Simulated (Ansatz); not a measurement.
## PrTi2Pb2: relaxing a made-up structure

This structure for PrTi2Pb2 is made up. Its elements were placed in a known structure type with a cell scaled to their sizes. What cell does the guess relax to, and how far off was it?

Main program and level: Ansatz 0.2.0; DFT, PBEsol, plane-wave PAW, default files, scalar-relativistic, ferromagnetic start, cell and ions relaxed at zero pressure.

In doubt: a part-filled 4f shell, where there is one, can sit in one of many states, so energies may not be the lowest and differences between runs may mislead; derivatives with an open 4f shell can jump between states, which bears on forces and vibrations.

### Step 1. Starting point

It takes space group I4/mmm (No. 139, tetragonal). The conventional cell has a = 4.662 Å, b = 4.662 Å, c = 11.797 Å, α = 90.00°, β = 90.00°, γ = 90.00°. Pb has 4 Ti at 2.78 Å and 1 Pb at 2.88 Å and 4 Pr at 3.60 Å nearest. Nearest to Pr lie 8 Pb at 3.60 Å and 8 Ti at 3.76 Å. Ti has 4 Pb at 2.78 Å and 4 Ti at 3.30 Å and 4 Pr at 3.76 Å nearest. Farther neighbours are not listed.

Coordinates:

```cif
data_structure
_symmetry_space_group_name_H-M 'P 1'
_symmetry_Int_Tables_number 1
_cell_length_a 6.7572
_cell_length_b 6.7572
_cell_length_c 6.7572
_cell_angle_alpha 139.640
_cell_angle_beta 139.640
_cell_angle_gamma 58.400
_cell_volume 128.20
loop_
_atom_site_label
_atom_site_type_symbol
_atom_site_fract_x
_atom_site_fract_y
_atom_site_fract_z
_atom_site_occupancy
Pb1 Pb 0.37790 0.37790 0.00000 1
Pb2 Pb 0.62210 0.62210 0.00000 1
Pr3 Pr 0.00000 0.00000 0.00000 1
Ti4 Ti 0.25000 0.75000 0.50000 1
Ti5 Ti 0.75000 0.25000 0.50000 1
```

### Step 2. Relaxing cell and atoms

The guessed cell has no reason to be at equilibrium. It is relaxed with the atoms, within the space group of the guess.

File input.yaml:

```yaml
crystal:
  lattice:
    - [-2.331, 2.331, 5.8985]
    - [2.331, -2.331, 5.8985]
    - [2.331, 2.331, -5.8985]
  atoms:
    - { symbol: Pb, position: [0.3779, 0.3779, 0.0] }
    - { symbol: Pb, position: [0.6221, 0.6221, 0.0] }
    - { symbol: Pr, position: [0.0, 0.0, 0.0], spin: 2.0 }
    - { symbol: Ti, position: [0.25, 0.75, 0.5], spin: 1.0 }
    - { symbol: Ti, position: [0.75, 0.25, 0.5], spin: 1.0 }
magnetization:
  spin_polarized: true
kpoints:
  mp_grid: { grid: [8, 8, 8] }
scf:
  occupations: { method: fermi_dirac, width: 0.05 }
hamiltonian:
  xc: pbesol
  pseudopotentials: { kind: paw }
relax:
  f_tol: 0.015
  max_steps: 70
  cell: {}
output:
  forces: true
  stress: true
```

Started as:

```
ansatz run input.yaml --threads 4 --pin off --max-ram 10240MiB --backend cpu --events-out ev --progress --plain --runs-dir out
```

Numbers of over 12 decimals in the logs are rounded to 6 here.

Log:

```text
Warning: where an SCF of this run starts from atoms to list the orders of its open shells, Pr (site 2, from 0) starts with 2.02 μB on its 4f shell, in the place of the 2.00 μB that the deck gives it: an open f shell starts with all that it can hold by Hund's first rule. To start from spheres of the given moment, type scf.initial_density.shell_occupations: []
basis.fft_grid_basis auto: the FFT boxes are laid along the combinations [[1, 0, 1], [0, 1, 1], [0, 0, 1]] of the cell's own vectors, 4.662, 4.662 and 6.757 Å long. The dense box has 32×32×48 points. Along the cell's own vectors, as sized, it would have 48×48×48, 2.25 times as many. Of the 16 symmetry operations that the crystal satisfies within crystal.symmetry.tolerance (time reversal apart; of a slab, those that k [...]
Engine: ansatz 0.2.0, x86_64-unknown-linux-gnu
Pseudopotentials: kind: paw
Pseudopotential: Pb, paw, valence charge 14, recommended cutoff 420 eV (normal), Pb.paw.azcp
Pseudopotential: Pr, paw, valence charge 13, recommended cutoff 420 eV (normal), Pr.paw.azcp
Pseudopotential: Ti, paw, valence charge 12, recommended cutoff 420 eV (normal), Ti.paw.azcp
Functional definition: PBEsol
  exchange = pbesol_x
  correlation = pbesol_c
Crystal: 5 atoms, lattice volume = 128.199 Å³
Basis set: ecut = 420 eV, 2531 PW (Γ), FFT grids on a1+a3, a2+a3, a3, exchange–correlation on 64×64×96 points (8 copies of the dense FFT grid, shifted against one another)
Bands: 42, of which v1, the nominal top of the filled ones, is band 33 counted from 1 (32 counted from 0)
Symmetry: 16 space group operations
Space group: I4/mmm (ITA 139), of the structure as read, at distance tolerance 5.0e-5 Å
Magnetic group: BNS 139.531 (UNI 1191), of the structure as read, at distance tolerance 5.0e-5 Å
k-points: 59 of 512
Non-local potential: Pb, projectors of the file, l = 0: 2, l = 1: 2, l = 2: 2, l = 3: 2
Non-local potential: Pr, projectors of the file, l = 0: 3, l = 1: 2, l = 2: 2, l = 3: 3
Non-local potential: Ti, projectors of the file, l = 0: 3, l = 1: 2, l = 2: 3, l = 3: 1
PAW form: soft (Blöchl's): semilocal exchange-correlation on the pseudo side does not see the compensation charge
PAW frozen core: Pb, regenerated for the run's functional, and the local potential with it (the file was generated under x = pbe(κ = 0.804, μ = 0.219515), c = pbe(β = 0.066725))
PAW frozen core: Pr, regenerated for the run's functional, and the local potential with it (the file was generated under x = pbe(κ = 0.804, μ = 0.219515), c = pbe(β = 0.066725))
PAW frozen core: Ti, regenerated for the run's functional, and the local potential with it (the file was generated under x = pbe(κ = 0.804, μ = 0.219515), c = pbe(β = 0.066725))
PAW one-centre angular grid: Pb, 590 points (default); XC on 64 Gauss nodes
PAW one-centre angular grid: Pr, 590 points (default); XC on 64 Gauss nodes
PAW one-centre angular grid: Ti, 590 points (default); XC on 64 Gauss nodes
Initial density: superposition of atomic densities (chi_scale 0.1, normalization cell, long waves kept (reshape's long-wave potential 0.00 eV rms))
Starting moments: Σ|m| = 4 μB on 3 of 5 sites
Initial wavefunctions: pseudopotential atomic-orbital guess
Functional: x = pbesol(κ = 0.804, μ = 0.123457), c = pbesol(β = 0.046)
SCF iter   1: F=—  HF=-35300.378187 eV  |F-HF|=—  |Δ(HF+E_count)|=         —  Δρ=4.51e-2 (↑4.51e-2 ↓3.04e-2)  dr2=1.01e1  dr2_m=8.33e-1  M=4.160 μB ∫|m|=4.240 μB  β_m=0.30  ethr=3.10e-3  ⟨swp⟩=6.1  Hψ=20746  notcnv=0
Mixer restart at iter 1: flushing history
preconditioner: auto → Kerker (q_TF=auto, 2.436 Å⁻¹)  [metal: Δε(μ)=0.001 eV  Ē_g=10.595 eV  σ=0.050 eV  W_gap=0.00  n_scr=32 (ndim 8)  ℏωp=22.5 eV  f_vac=0.000  D(μ)=21.00/eV (n_scr^D=330)]
spin=Collinear: Kerker preconditioning applied to the charge; magnetization (m = ρ↑ − ρ↓) channel mixes plain (no charge-response kernel on spin).
SCF iter   2: F=—  HF=-35299.502982 eV  |F-HF|=—  |Δ(HF+E_count)|=   8.75e-1  Δρ=2.97e-2 (↑2.97e-2 ↓2.13e-2)  dr2=4.51e0  dr2_m=3.73e-1  M=4.063 μB ∫|m|=4.161 μB  β_m=0.55  ethr=3.10e-3  ⟨swp⟩=3.2  Hψ=11151  notcnv=0  defer=142
SCF iter   3: F=—  HF=-35299.316461 eV  |F-HF|=—  |Δ(HF+E_count)|=   1.87e-1  Δρ=1.19e-2 (↑1.19e-2 ↓5.98e-3)  dr2=4.67e-1  dr2_m=3.15e-2  M=3.998 μB ∫|m|=4.100 μB  β_m=0.62  ethr=3.10e-3  ⟨swp⟩=3.3  Hψ=10834  notcnv=0  defer=96
SCF iter   4: F=—  HF=-35299.308837 eV  |F-HF|=—  |Δ(HF+E_count)|=   7.62e-3  Δρ=3.32e-3 (↑3.13e-3 ↓3.32e-3)  dr2=7.72e-2  dr2_m=2.51e-3  M=3.926 μB ∫|m|=4.040 μB  β_m=0.68  ethr=7.19e-4  ⟨swp⟩=4.4  Hψ=12562  notcnv=0  defer=68
SCF iter   5: F=—  HF=-35299.297027 eV  |F-HF|=—  |Δ(HF+E_count)|=         —  Δρ=2.54e-3 (↑2.54e-3 ↓1.99e-3)  dr2=1.15e-2  dr2_m=4.86e-3  M=3.766 μB ∫|m|=3.883 μB  β_m=0.68  ethr=1.19e-4  ⟨swp⟩=4.2  Hψ=10877  notcnv=0  defer=67
Mixer restart at iter 5: flushing history
SCF iter   6: F=—  HF=-35299.300334 eV  |F-HF|=—  |Δ(HF+E_count)|=   3.31e-3  Δρ=1.48e-3 (↑1.48e-3 ↓1.36e-3)  dr2=4.54e-3  dr2_m=1.98e-3  M=3.711 μB ∫|m|=3.824 μB  β_m=0.84  ethr=1.76e-5  ⟨swp⟩=2.5  Hψ=9738  notcnv=0  defer=66
SCF iter   7: F=—  HF=-35299.301508 eV  |F-HF|=—  |Δ(HF+E_count)|=   1.17e-3  Δρ=7.97e-4 (↑7.97e-4 ↓4.08e-4)  dr2=1.09e-3  dr2_m=3.10e-4  M=3.625 μB ∫|m|=3.728 μB  β_m=0.79  ethr=6.98e-6  ⟨swp⟩=2.1  Hψ=8213  notcnv=0  defer=66
SCF iter   8: F=—  HF=-35299.301881 eV  |F-HF|=—  |Δ(HF+E_count)|=   3.73e-4  Δρ=1.98e-4 (↑1.74e-4 ↓1.98e-4)  dr2=8.24e-5  dr2_m=2.70e-5  M=3.586 μB ∫|m|=3.685 μB  β_m=0.90  ethr=1.68e-6  ⟨swp⟩=2.8  Hψ=10103  notcnv=0  defer=66
SCF iter   9: F=—  HF=-35299.305565 eV  |F-HF|=—  |Δ(HF+E_count)|=   3.68e-3  Δρ=9.48e-5 (↑9.48e-5 ↓5.37e-5)  dr2=1.67e-5  dr2_m=3.79e-6  M=3.572 μB ∫|m|=3.669 μB  β_m=0.95  ethr=1.27e-7  ⟨swp⟩=2.5  Hψ=9172  notcnv=0  defer=66
SCF iter  10: F=—  HF=-35299.305569 eV  |F-HF|=—  |Δ(HF+E_count)|=   3.98e-6  Δρ=4.15e-5 (↑4.15e-5 ↓3.87e-5)  dr2=6.29e-6  dr2_m=4.51e-7  M=3.571 μB ∫|m|=3.667 μB  β_m=0.95  ethr=2.57e-8  ⟨swp⟩=2.3  Hψ=8840  notcnv=0  defer=65
SCF iter  11: F=—  HF=-35299.714296 eV  |F-HF|=—  |Δ(HF+E_count)|=         —  Δρ=2.27e-2 (↑2.27e-2 ↓2.27e-2)  dr2=1.26e-3  dr2_m=6.05e-1  M=1.461 μB ∫|m|=3.126 μB  β_m=1.00  ethr=9.67e-9  ⟨swp⟩=2.1  Hψ=8996  notcnv=0  defer=65
Mixer restart at iter 11: flushing history
SCF iter  12: F=—  HF=-35299.277998 eV  |F-HF|=—  |Δ(HF+E_count)|=   4.36e-1  Δρ=4.10e-3 (↑3.88e-3 ↓4.10e-3)  dr2=1.23e-3  dr2_m=1.84e-2  M=2.003 μB ∫|m|=2.796 μB  β_m=0.95  ethr=7.69e-5  ⟨swp⟩=4.4  Hψ=11573  notcnv=0  defer=69
[...]
relax step   8: F+E_penalty+E_count = -35299.84580831 eV  Δ(F+E_penalty+E_count) = -1.398e-2 eV  max|allowed force component| = 4.735e-2 eV/Å  Δτ_max = 0.0208 Å  P = +0.180 GPa  Ω = 119.294 Å³  energy of the carried Pulay correction = +1.779e-4 eV  (12 SCF iters, dr2 threshold 5.00e-7 eV, accepted)
[...]
relax step   9: F+E_penalty+E_count = -35299.84615697 eV  Δ(F+E_penalty+E_count) = -3.487e-4 eV  max|allowed force component| = 5.410e-3 eV/Å  Δτ_max = 0.0032 Å  P = -0.026 GPa  Ω = 119.672 Å³  energy of the carried Pulay correction = +1.213e-4 eV  (8 SCF iters, dr2 threshold 2.06e-7 eV, accepted)
iter 1 solved again at ethr=2.14e-7 eV; its pass at ethr=3.10e-3 eV (dr2=1.39e-4 eV) is discarded
SCF iter   1: F=—  HF=-35299.846093 eV  |F-HF|=—  |Δ(HF+E_count)|=         —  Δρ=4.07e-5 (↑3.89e-5 ↓4.07e-5)  dr2=2.45e-7  dr2_m=1.24e-8  M=1.246 μB ∫|m|=3.410 μB  β_m=0.65  ethr=2.14e-7  ⟨swp⟩=4.2  Hψ=36269  notcnv=0
preconditioner: auto → Kerker (q_TF=auto, 2.464 Å⁻¹)  [metal: Δε(μ)=0.004 eV  Ē_g=11.451 eV  σ=0.050 eV  W_gap=0.02  n_scr=32 (ndim 8)  ℏωp=23.3 eV  f_vac=0.000  D(μ)=12.77/eV (n_scr^D=164)]
spin=Collinear: Kerker preconditioning applied to the charge; magnetization (m = ρ↑ − ρ↓) channel mixes plain (no charge-response kernel on spin).
SCF iter   2: F=—  HF=-35299.846093 eV  |F-HF|=—  |Δ(HF+E_count)|=   3.90e-7  Δρ=1.50e-5 (↑1.43e-5 ↓1.50e-5)  dr2=3.66e-8  dr2_m=7.59e-9  M=1.247 μB ∫|m|=3.410 μB  β_m=0.65  ethr=3.77e-10  ⟨swp⟩=2.8  Hψ=9288  notcnv=0
SCF iter   3: F=—  HF=-35299.846093 eV  |F-HF|=—  |Δ(HF+E_count)|=   1.56e-8  Δρ=1.55e-6 (↑1.55e-6 ↓1.46e-6)  dr2=4.28e-10  dr2_m=2.27e-9  M=1.247 μB ∫|m|=3.410 μB  β_m=0.82  ethr=5.63e-11  ⟨swp⟩=2.1  Hψ=8388  notcnv=0
SCF iter   4: F=—  HF=-35299.846093 eV  |F-HF|=—  |Δ(HF+E_count)|=   1.20e-7  Δρ=1.16e-6 (↑1.16e-6 ↓9.89e-7)  dr2=5.30e-10  dr2_m=1.21e-9  M=1.247 μB ∫|m|=3.410 μB  β_m=0.91  ethr=1.00e-12  ⟨swp⟩=2.4  Hψ=9149  notcnv=0
SCF iter   5: F=—  HF=-35299.846093 eV  |F-HF|=—  |Δ(HF+E_count)|=  8.00e-10  Δρ=5.46e-7 (↑5.46e-7 ↓5.01e-7)  dr2=3.38e-10  dr2_m=2.55e-10  M=1.247 μB ∫|m|=3.409 μB  β_m=0.96  ethr=1.00e-12  ⟨swp⟩=2.5  Hψ=9273  notcnv=0
SCF iter   6: F=—  HF=-35299.846093 eV  |F-HF|=—  |Δ(HF+E_count)|=  1.60e-10  Δρ=3.03e-7 (↑2.58e-7 ↓3.03e-7)  dr2=3.12e-11  dr2_m=7.90e-11  M=1.247 μB ∫|m|=3.409 μB  β_m=0.98  ethr=1.00e-12  ⟨swp⟩=2.0  Hψ=5963  notcnv=0
SCF iter   7: F=—  HF=-35299.846093 eV  |F-HF|=—  |Δ(HF+E_count)|=  1.09e-10  Δρ=9.68e-8 (↑8.65e-8 ↓9.68e-8)  dr2=1.02e-11  dr2_m=7.51e-12  M=1.247 μB ∫|m|=3.409 μB  β_m=0.99  ethr=1.00e-12  ⟨swp⟩=2.0  Hψ=5899  notcnv=0
SCF iter   8: F=—  HF=-35299.846093 eV  |F-HF|=—  |Δ(HF+E_count)|=  1.46e-11  Δρ=5.61e-8 (↑5.61e-8 ↓2.52e-8)  dr2=1.68e-12  dr2_m=1.14e-12  M=1.247 μB ∫|m|=3.409 μB  β_m=0.99  ethr=1.00e-12  ⟨swp⟩=1.2  Hψ=4991  notcnv=0
SCF iter   9: F=—  HF=-35299.846093 eV  |F-HF|=—  |Δ(HF+E_count)|=  1.46e-11  Δρ=2.44e-8 (↑2.44e-8 ↓5.85e-9)  dr2=2.40e-12  dr2_m=1.57e-13  M=1.247 μB ∫|m|=3.409 μB  β_m=1.00  ethr=1.00e-12  ⟨swp⟩=1.0  Hψ=4956  notcnv=0
SCF iter  10: F=—  HF=-35299.846093 eV  |F-HF|=—  |Δ(HF+E_count)|=  7.28e-12  Δρ=1.56e-8 (↑1.56e-8 ↓5.23e-9)  dr2=9.22e-13  dr2_m=7.50e-14  M=1.247 μB ∫|m|=3.409 μB  β_m=1.00  ethr=1.00e-12  ⟨swp⟩=1.0  Hψ=4956  notcnv=0
SCF iter  11: F=-35299.846093 eV  HF=-35299.846093 eV  |F-HF|=5.09e-11  |Δ(HF+E_count)|=    0.00e0  Δρ=1.54e-7 (↑1.54e-7 ↓1.28e-8)  dr2=4.71e-11  dr2_m=6.36e-12  M=1.247 μB ∫|m|=3.409 μB  ethr=1.00e-12  ⟨swp⟩=2.4  Hψ=12503  notcnv=0
the starting moments were not kept: 2 of 3 ended reversed and 1 kept their direction, counting a site from 0.1 μB. The largest reversed, site 4 (counted from 0, in the order of the report's site_moments_mub), started with +1.0 μB and closes at -4.0e-1 μB in its sphere.
SCF 10 converged in 11 iterations: F = -35299.846093 eV  dr2 = 4.71e-11
relax step  10: F+E_penalty+E_count = -35299.84609313 eV  Δ(F+E_penalty+E_count) = +6.385e-5 eV  max|allowed force component| = 5.427e-3 eV/Å  Δτ_max = 0.0000 Å  P = -0.025 GPa  Ω = 119.672 Å³  stress off target by 3.52e-2 GPa  SCF on the basis re-selected at this cell (its energy is not comparable with the rows above)  (11 SCF iters)
basis re-selected at this cell: Δ(F+E_penalty+E_count) = +6.385e-5 eV, ΔP = +0.001 GPa vs the last step (what re-selecting the basis moved, of the pressure what is left beyond the Pulay correction that the steps carried, after the strain that the cell walked since its last selection, with what the two solves' SCF thresholds leave and, on support functions, any second-order correction that the steps lacked; it is no m [...]
an SCF from ferrimagnetic starting moments (0.00, 0.00, 2.05, 1.00, -1.00 Bohr magnetons, atom by atom) was not made, so that it is not known whether that order lies lower: the deck asks for what bars it, or types moments that do (magnetization.spin_polarized, in the input reference, names some of the keys), or the run goes by scf.lower_state_search: light, the default, which as a rule tries one only behind a close t [...]
SCF converged after 11 iterations
Magnetization: 1.2470 μB (33.1235 up, 31.8765 down)
Absolute magnetization: 3.4125 μB (∫|ρ↑−ρ↓|, with the PAW one-centre terms)
Spin contamination: 0.8509 ħ² per cell (⟨S²⟩ above its minimum at these occupations)
Per-site moments (μB) at R_I (Å): [(-0.00787985, 1.163060), (-0.00787985, 1.163060), (2.169257, 1.375944), (-0.397614, 1.163060), (-0.397614, 1.163060)]
Free energy (F): -35299.846093 eV
Harris-Foulkes:  -35299.846093 eV  (|F-HF|=5.09e-11)
Internal energy: -35299.741848 eV  (E = F + TS)
E sigma→0 (E₀):  -35299.793970 eV
Entropy (-TS):   -0.104245 eV (-20.849 meV/atom)
Fermi energy:    12.685453 eV
--- Per-component energies (eV) ---
  E_band       = -360.767600
  E_kinetic    = 1474.601673
  E_local      = -4423.133911  (includes V_loc(G=0)·N_el)
  E_nonlocal   = 791.996044
  E_hartree    = 1791.157749
  E_xc         = -851.926256
  E_vxc        = -752.115856  (∫ρ·V_xc dr)
  E_paw        = -28120.713500  (= ΣΔE_a)
  E_vpaw       = -1034.431366  (= ΣTr[D̂ρ^β])
  E_aug_tail   = 0.000332  (compensation charges beyond the density's cutoff)
  E_ewald      = -5962.422467
  E_core_change = 0.698488  (= ΣΔE_core)
  E_smearing   = -0.104245  (= −TS)
  E_closure    = 0.000000  (closes the sum)
  Σ components = -35299.846093   (vs F -35299.846093, Δ=0.00e0)
--- Forces (eV/Å), atoms counted from 1 ---
  atom   1  Pb     0.00000000    -0.00000000    -0.00542704
  atom   2  Pb     0.00000000     0.00000000     0.00542704
  atom   3  Pr     0.00000000    -0.00000000     0.00000000
  atom   4  Ti    -0.00000000     0.00000000     0.00000000
  atom   5  Ti    -0.00000000     0.00000000     0.00000000
  max |Σ_I F_I| component: 2.57e-18 eV/Å
--- Stress (GPa, compression-positive) ---
       -0.035214       0.000000       0.000000
        0.000000      -0.035214       0.000000
        0.000000       0.000000      -0.004585
  P = ⅓ Tr σ = -0.0250 GPa (-0.250 kbar)
--- Relaxed structure (8 steps of the walk, 8 accepted, 2 SCFs on fresh bases) ---
  F+E_penalty+E_count = -35299.84609313 eV   max|allowed force component| = 5.427e-3 eV/Å   (the final SCF, on the basis selected at the relaxed cell)
  cell:  # Å, volume = 119.6716 Å³
    - [-2.111194, 2.111194, 6.712358]
    - [2.111194, -2.111194, 6.712358]
    - [2.111194, 2.111194, -6.712358]
  atoms:
    - { symbol: Pb, position: [0.389211, 0.389211, 0] }
    - { symbol: Pb, position: [0.610789, 0.610789, 0] }
    - { symbol: Pr, position: [-1.3969545665660492e-19, -1.3969545665660513e-19, 0] }
    - { symbol: Ti, position: [0.250000, 0.750000, 0.500000] }
    - { symbol: Ti, position: [0.750000, 0.250000, 0.500000] }
```

Wall time 1.7 min (4 threads of AMD EPYC 9R14 (Zen 4), shared host); peak memory 1.1 GiB.

Relaxation path:

```tsv
step	energy less that of the first step (eV)	largest force component (eV/Å)	pressure (GPa)	volume (Å³)
1	0.0000	0.1587	-1.42	128.20
2	-0.2582	0.9101	0.68	123.73
3	-0.3503	0.8499	3.96	114.84
4	-0.4623	0.1418	-0.83	121.92
5	-0.4696	0.0516	-0.12	120.72
6	-0.4700	0.0028	-0.02	120.53
7*	-0.5263	0.0669	-0.06	120.53
8	-0.5402	0.0473	0.18	119.29
9	-0.5406	0.0054	-0.03	119.67
10*	-0.5405	0.0054	-0.03	119.67
```

Relaxation steps marked * repeat the geometry before them on a plane-wave basis chosen anew for their cell, so energy and pressure can jump there.

Forces are held to the 16 operations that the run works with; a distortion that breaks them can't arise in this run.

```tsv
cell as run	before	after	change
a (Å)	6.757	7.346	+8.7 %
b (Å)	6.757	7.346	+8.7 %
c (Å)	6.757	7.346	+8.7 %
α (°)	139.64	146.60	+5.0 %
β (°)	139.64	146.60	+5.0 %
γ (°)	58.40	47.96	-17.9 %
volume (Å³/atom)	25.64	23.93	-6.7 %
```

The atoms that moved most (Å, as changes of fractional coordinates times the final cell):

```tsv
atom	dx	dy	dz	length
Pb2	0.000	0.000	-0.152	0.152
Pb1	0.000	0.000	0.152	0.152
```

The relaxed structure:

```xyz
5
Lattice="-2.1112 2.1112 6.7124 2.1112 -2.1112 6.7124 2.1112 2.1112 -6.7124" Properties=species:S:1:pos:R:3 pbc="T T T"
Pb    0.0000    0.0000    5.2250
Pb    0.0000    0.0000    8.1997
Pr    0.0000    0.0000    0.0000
Ti    2.1112    0.0000    3.3562
Ti    0.0000    2.1112    3.3562
```

This step gave:

| Item | Value |
| --- | --- |
| free energy | -35299.8461 eV |
| energy at zero smearing | -35299.7940 eV |
| smearing term TS | 0.1042 eV |
| Fermi energy | 12.69 eV |
| magnetization | 1.247 μB |
| absolute magnetization | 3.412 μB |
| site moments | -0.007880, -0.007880, 2.169, -0.3976, -0.3976 μB |
| electrons | 65 |
| symmetry operations | 16 |
| pressure | -0.02500 GPa |

Site moment by atom:

```tsv
atom	site moment (μB)
Pb1	-0.01
Pb2	-0.01
Pr3	2.17
Ti4	-0.40
Ti5	-0.40
```

The shortest distance of each pair, which need not be the same contact before and after:

```tsv
pair	guess (Å)	relaxed (Å)
Pb–Ti	2.777	2.820
Pb–Pb	2.881	2.975
Ti–Ti	3.297	2.986
Pb–Pr	3.597	3.336
Pr–Ti	3.759	3.965
```

The relaxation ends with a largest force component of 0.0054 eV/Å and a pressure of -0.03 GPa.

### Step 3. Results

```yaml
space_group_relaxed: I4/mmm
conventional_cell: a = 4.222, b = 4.222, c = 13.425 Å; α = 90.0°, β = 90.0°, γ = 90.0°
volume_per_atom: 23.93 Å³ (guess 25.64)
total_moment: 1.25 μB in the cell of 5 atoms
```

What this shows: PrTi2Pb2 relaxes to I4/mmm with a = 4.222, b = 4.222 and c = 13.425 Å. The guessed volume was 7 % too large. The space group I4/mmm was held in the relaxation, so the end point is a stationary structure within it and may be a saddle against distortions or other arrangements. The input starts from parallel moments, and no other start was typed; the run left that order, and the end state is ferrimagnetic. The f shell may be open and has no Hubbard U, so its place in energy and the volume are uncertain. The electronic state may lie above the lowest one. Mesh and cutoff weren't tested. A vector of the cell changed its length by 9 %, more than the volume shows. Spin-orbit coupling is left out, which can matter for elements this heavy. No dispersion term is used, so weakly bound directions may come out too long. Nothing here tests whether the compound is stable against decomposition.

[Logs are printed without paths, hosts, clocks, repeated set-up lines and the standing remarks that a program may print on its own settings, such as how far it seeks lower states.]

[Hosts, paths, dates, database ids (printed as entryN), source tags and the programs' standing remarks are cut or masked in the printed files.]
